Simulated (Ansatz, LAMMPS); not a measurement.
# Relaxing amorphous Si0.9Ge0.1 (71 atoms), part 3 of 4

Aim: bring amorphous Si0.9Ge0.1 (71 atoms) to a nearby minimum of the energy and see what moves.

Ansatz 0.2.0; Kohn-Sham DFT, PBEsol, PAW (set soft_2), plane waves.

The cell: 64 Si and 7 Ge. The quench rate of 100 K/ps is many orders above laboratory rates. The network of bonds at the start is that of the classical potential that made the cell. Sampling is at Γ alone, for a cell whose shortest periodic width is 11 Å.

So far. Step 4 (Relaxation): The relaxation changed the energy by -132 meV/atom, and atoms moved by 0.67 Å r.m.s., 2.1 Å at most.

## (6) Single point at the relaxed geometry

One more single point at the end of the walk gives the fuller output and checks the residual forces.

File input.yaml:

```yaml
crystal:
  lattice:
    - [11.4616, 0.0, 0.0]
    - [0.0, 11.4616, 0.0]
    - [0.0, 0.0, 11.4616]
  atoms:
    - { symbol: Si, position: [0.02142, 0.63367, 0.8479] }
    - { symbol: Si, position: [0.46681, 0.77664, 0.50639] }
    - { symbol: Si, position: [0.04386, 0.35086, 0.225] }
    - { symbol: Si, position: [0.56651, 0.56307, 0.94353] }
    - { symbol: Si, position: [0.71898, 0.55513, 0.54905] }
    - { symbol: Si, position: [0.49116, 0.79705, 0.11038] }
    - { symbol: Si, position: [0.54806, 0.98843, 0.05422] }
    - { symbol: Si, position: [0.32731, 0.63129, 0.51926] }
    - { symbol: Si, position: [0.24523, 0.48985, 0.0312] }
    - { symbol: Si, position: [0.4979, 0.51754, 0.2828] }
    - { symbol: Si, position: [0.89958, 0.9185, 0.65372] }
    - { symbol: Si, position: [0.21931, 0.24837, 0.21086] }
    - { symbol: Si, position: [0.21078, 0.13245, 0.04428] }
    - { symbol: Si, position: [0.0708, 0.05323, 0.44674] }
    - { symbol: Si, position: [0.69141, 0.26953, 0.93773] }
    - { symbol: Si, position: [0.84403, 0.86951, 0.17566] }
    - { symbol: Si, position: [0.50942, 0.12473, 0.52162] }
    - { symbol: Si, position: [0.57685, 0.437, 0.46026] }
    - { symbol: Si, position: [0.19564, 0.89769, 0.48056] }
    - { symbol: Si, position: [0.50134, 0.25775, 0.02337] }
    - { symbol: Si, position: [0.97296, 0.10846, 0.61719] }
    - { symbol: Si, position: [0.139, 0.94274, 0.86347] }
    - { symbol: Si, position: [0.04466, 0.21245, 0.94193] }
    - { symbol: Si, position: [0.85314, 0.16452, 0.0217] }
    - { symbol: Si, position: [0.30276, 0.59286, 0.3145] }
    - { symbol: Si, position: [0.35525, 0.35641, 0.74576] }
    - { symbol: Si, position: [0.76205, 0.97847, 0.0168] }
    - { symbol: Si, position: [0.60895, 0.627, 0.14127] }
    - { symbol: Si, position: [0.84609, 0.64817, 0.40888] }
    - { symbol: Si, position: [0.2835, 0.90283, 0.29701] }
    - { symbol: Si, position: [0.41679, 0.06889, 0.34827] }
    - { symbol: Si, position: [0.13873, 0.4681, 0.36722] }
    - { symbol: Si, position: [0.40239, 0.44451, 0.56679] }
    - { symbol: Si, position: [0.49861, 0.86151, 0.32302] }
    - { symbol: Si, position: [0.05366, 0.40651, 0.02792] }
    - { symbol: Si, position: [0.5208, 0.03061, 0.69609] }
    - { symbol: Si, position: [0.74291, 0.46528, 0.88823] }
    - { symbol: Si, position: [0.90029, 0.55225, 0.99874] }
    - { symbol: Si, position: [0.12146, 0.14429, 0.75851] }
    - { symbol: Si, position: [0.7718, 0.95773, 0.81317] }
    - { symbol: Si, position: [0.81651, 0.43913, 0.69354] }
    - { symbol: Si, position: [0.70669, 0.14987, 0.30938] }
    - { symbol: Si, position: [0.41235, 0.42596, 0.93084] }
    - { symbol: Si, position: [0.02199, 0.58202, 0.49405] }
    - { symbol: Si, position: [0.53658, 0.14165, 0.19292] }
    - { symbol: Si, position: [0.2396, 0.34091, 0.497] }
    - { symbol: Si, position: [0.4907, 0.75468, 0.90412] }
    - { symbol: Si, position: [0.39441, 0.09789, 0.94694] }
    - { symbol: Si, position: [0.05201, 0.80473, 0.7358] }
    - { symbol: Si, position: [0.64004, 0.73891, 0.60258] }
    - { symbol: Si, position: [0.29775, 0.74373, 0.1677] }
    - { symbol: Si, position: [0.81522, 0.66, 0.18664] }
    - { symbol: Si, position: [0.23842, 0.16487, 0.39376] }
    - { symbol: Si, position: [0.15129, 0.97975, 0.16071] }
    - { symbol: Si, position: [0.15575, 0.34106, 0.68727] }
    - { symbol: Si, position: [0.68584, 0.14334, 0.77159] }
    - { symbol: Si, position: [0.1473, 0.72218, 0.56864] }
    - { symbol: Si, position: [0.3468, 0.14498, 0.74518] }
    - { symbol: Si, position: [0.80434, 0.2384, 0.63186] }
    - { symbol: Si, position: [0.66436, 0.25038, 0.47881] }
    - { symbol: Si, position: [0.01563, 0.49482, 0.68745] }
    - { symbol: Si, position: [0.78883, 0.83406, 0.49781] }
    - { symbol: Si, position: [0.97957, 0.01235, 0.26656] }
    - { symbol: Si, position: [0.60694, 0.85055, 0.76879] }
    - { symbol: Ge, position: [0.35167, 0.9072, 0.62158] }
    - { symbol: Ge, position: [0.19934, 0.68527, 0.96495] }
    - { symbol: Ge, position: [0.05118, 0.84039, 0.03904] }
    - { symbol: Ge, position: [0.30417, 0.81579, 0.81801] }
    - { symbol: Ge, position: [0.89252, 0.19803, 0.22268] }
    - { symbol: Ge, position: [0.36147, 0.39856, 0.18104] }
    - { symbol: Ge, position: [0.70514, 0.93633, 0.33194] }
kpoints:
  mp_grid: { grid: [1, 1, 1] }
hamiltonian:
  xc: pbesol
scf:
  occupations: { method: gaussian, width: 0.025 }
output:
  forces: true
  stress: true
  populations: true
  dos:
    method: { smearing: { sigma: 0.15 } }
    de: 0.1
    projected: { site_lists: { Ge: [Ge], Si: [Si] } }
  eigenvalues: true
  write_density: true
  write_potential: true
  volumetric_format: npy
  elf: true
```

On the command line:

```bash
$ ansatz run input.yaml --threads 4 --pin off --max-ram 8192MiB --backend cpu --events-out ev --progress --plain --runs-dir out
```

Numbers of over 12 decimals in the logs are rounded to 6 here.

The log of the run:

```text
[...]
Crystal: 71 atoms, lattice volume = 1505.691 Å³
Basis set: ecut = 420 eV, 29423 PW (Γ), exchange–correlation on 160×160×160 points (8 copies of the dense FFT grid, shifted against one another)
Bands: 248, of which v1, the nominal top of the filled ones, is band 177 counted from 1 (176 counted from 0)
Symmetry: 1 space group operations
[...]
k-points: 1
[...]
SCF iter   1: F=—  HF=-69531.458954 eV  |F-HF|=—  |Δ(HF+E_count)|=         —  Δρ=4.11e-3  dr2=8.46e-1  ethr=1.77e-3  ⟨swp⟩=6.0  Hψ=1087  notcnv=0  defer=28
[...]
SCF iter  11: F=-69531.312376 eV  HF=-69531.312376 eV  |F-HF|=3.65e-9  |Δ(HF+E_count)|=   1.04e-7  Δρ=7.36e-7  dr2=3.19e-8  ethr=2.82e-11  ⟨swp⟩=19.0  Hψ=2075  notcnv=0
SCF 1 converged in 11 iterations: F = -69531.312376 eV  dr2 = 3.19e-8
[...]
SCF converged after 11 iterations
Free energy (F): -69531.312376 eV
[...]
Internal energy: -69531.312376 eV  (E = F + TS)
E sigma→0 (E₀):  -69531.312376 eV
Fermi energy:    6.187435 eV
[...]
--- Forces (eV/Å), atoms counted from 1 ---
  atom   1  Si    -0.01060882    -0.00474401    -0.00701077
  atom   2  Si    -0.00410533     0.00306528    -0.00565812
  atom   3  Si     0.00213617     0.00391292     0.00249016
  atom   4  Si     0.00388562    -0.01014866    -0.00215039
  atom   5  Si    -0.00709259     0.00100415    -0.00469855
  atom   6  Si     0.00323584    -0.00366252     0.01688925
  atom   7  Si     0.00792479    -0.00294409     0.00512817
  atom   8  Si    -0.00085005     0.00219124    -0.00047000
  atom   9  Si    -0.00184047    -0.00174821    -0.00559270
  atom  10  Si     0.00042661     0.00420915     0.00158474
  atom  11  Si    -0.00693723    -0.00346961    -0.00073066
  atom  12  Si    -0.00110068    -0.00725139     0.00319214
  atom  13  Si    -0.00094339    -0.00588412    -0.00260958
  atom  14  Si    -0.00110160    -0.00214404     0.00153697
[...]
atom  70  Ge     0.00652187    -0.01077573    -0.01361601
  atom  71  Ge    -0.00111437     0.00547708     0.00036890
  max |Σ_I F_I| component: 3.05e-6 eV/Å
--- Stress (GPa, compression-positive) ---
       -2.432601       0.527148      -0.158334
        0.527148      -0.558514      -0.006386
       -0.158334      -0.006386      -1.690093
  P = ⅓ Tr σ = -1.5604 GPa (-15.604 kbar)
--- Band table (eV) ---
[...]
--- Löwdin populations: 71 sites ---
  site symbol       q [e]
     0     Si      3.9297
     1     Si      3.9637
     2     Si      3.9577
[...]
70     Ge     14.0843
  spilling = 0.008858 (of n_electrons = 354.000000)
```

The job ended after 27 s (4 threads of Arm Neoverse N1, shared host; peak memory 1.5 GiB; 1.7 min of CPU time).

Numbers from this run:

```
free energy                                      : -69531.3124 eV
free energy per atom                             : -979.3143 eV/atom
SCF cycles                                       : 11
pressure                                         : -1.56 GPa
r.m.s. force component                           : 0.00606 eV/Å
longest force                                    : 0.02065 eV/Å
Fermi energy                                     : 6.187 eV
gap (highest filled to lowest empty level) : 0.3247 eV
spilling of the projection                       : 0.008858
```

Löwdin charges by element and coordination (they lack the spilled electrons, 0.044 e an atom on average):

```csv
element,coordination,atoms,mean charge (e),spread,least,most
Ge,all,7,-0.0347,0.0361,-0.0843,0.0226
Ge,3,2,-0.0162,0.0388,-0.055,0.0226
Ge,4,4,-0.0419,0.0359,-0.0843,0.0144
Ge,5,1,-0.0431,0,-0.0431,-0.0431
Si,all,64,0.0528,0.0223,0.0107,0.115
Si,3,1,0.115,0,0.115,0.115
Si,4,57,0.0504,0.0204,0.0107,0.106
Si,5,6,0.0651,0.023,0.0397,0.0995
```

States in the cell by windows of 0.5 eV, zero at the Fermi level; the larger projections on atomic orbitals stand beside the total:

```csv
from (eV),to (eV),total,Si p,Si s,Ge p
-10,-9.5,9.2,2.8,5.4,0.3
-9.5,-9,6.3,2.0,3.5,0.2
-9,-8.5,9.8,3.3,5.2,0.3
-8.5,-8,10.6,3.6,5.9,0.3
-8,-7.5,13.2,4.9,6.8,0.5
-7.5,-7,10.6,4.4,5.4,0.3
-7,-6.5,8.4,4.1,3.5,0.4
-6.5,-6,8.3,4.4,3.1,0.4
-6,-5.5,10.0,5.8,3.2,0.6
-5.5,-5,9.4,6.4,2.1,0.5
-5,-4.5,12.2,8.9,2.2,0.8
-4.5,-4,12.0,9.2,1.5,1.0
-4,-3.5,14.0,11.0,1.5,1.2
-3.5,-3,18.2,14.5,1.9,1.3
-3,-2.5,21.1,17.3,1.7,1.6
-2.5,-2,23.5,19.7,1.5,1.8
-2,-1.5,21.6,18.1,1.2,1.8
-1.5,-1,16.9,13.9,0.9,1.6
-1,-0.5,9.5,6.7,0.8,1.6
-0.5,0,3.9,2.5,0.6,0.6
0,0.5,9.8,5.8,2.1,1.0
0.5,1,12.8,7.4,2.8,1.0
1,1.5,16.8,9.9,3.3,1.2
1.5,2,19.3,11.6,3.6,1.1
2,2.5,20.1,11.9,3.5,1.1
2.5,3,23.8,13.7,3.6,1.6
```

Between -26 and -10 eV lie 105 more states.

The levels nearest the highest filled one (over half full), pooled over k-points and spins:

```csv
level less the highest filled one (eV),occupation
-0.728,2
-0.632,2
-0.590,2
-0.362,2
-0.301,2
0,2
0.325,0
0.439,0
0.461,0
0.584,0
0.670,0
0.719,0
```

ELF in the ab plane at fractional z = 0.028, with atoms of Si and Ge within 0.2 Å of it. It is the smooth field of the valence electrons, not physical close to the nuclei.

Ten even steps from '_' (0.02) to '@' (0.92), each cell a mean:
```
..::::::--::::....____..--==**##++--==%%@@@@%%====--==++--..____
----======--..____________::==**##****##%%%%##++++**##**--..::--
--::::--==--..____________..--++####**==----==++##%%##++::::====
::____::--::..__________..::++**##**==::..__..::==++==::::--**++
--....--------::::..__..::==##%%%%##==::________......__..--**++
++====++**++++++++--::..::++##@@%%##==::__________________..==**
--==++++++======++++::....--++**++==::::..__________________..::
....::====------====::..__....::::::------::..____..::====--::..
..__..::----====++++::________..::++######++::____::++##%%##**==
--..__..--++##%%%%##==..______::++##@@@@@@**::__..--##%%##**++++
++--....--**%%%%##**++::......--**%%@@@@%%++::__..==##**====++##
%%**====**##++==----++++--::--==++******++--....::++##**==++%%@@
@@**++##@@@@##==--==####++----====----::::......--++******%%@@@@
**==--**@@@@@@++==**##**++======--..________..::::::----==**%%%%
==----==##%%##++==========******++::........::::::..____..::++**
####**++==--::........::==##%%%%##**++++++======--::________::++
##%%##++::..__________..==##%%**==++%%%%%%##++++++++--::......==
++****++--::----::..__..--**++--====%%@@@@##**##%%%%##++====----
++++**######****++==::::==####++----**####****##@@@@##==++**##**
**++##@@@@%%++==**##**==++##%%##++====--::::--++##**------##%%##
++==**%%%%**----**@@@@##++****++--::....____..--****====--**##**
::::--++##++--==##@@@@%%++++++====----::::..::++%%@@@@%%****++--
____..--++####****######**####%%##++++********##%%@@@@@@##==::__
______..--==++==------==**##%%@@**====##@@@@%%++==++####==..____
```
Columns run along a (11.5 Å), rows up along b (11.5 Å). Atoms in or near the plane, at fractional coordinates: Si at (0.25, 0.49), Si at (0.21, 0.13), Si at (0.50, 0.26), Si at (0.85, 0.16), Si at (0.76, 0.98), Si at (0.05, 0.41), Ge at (0.05, 0.84).

[end of part 3 of 4]

[Logs are printed without paths, hosts, clocks, repeated set-up lines and the standing remarks that a program may print on its own settings, such as how far it seeks lower states.]

[Hosts, paths, dates, database ids (printed as entryN), source tags and the programs' standing remarks are cut or masked in the printed files.]
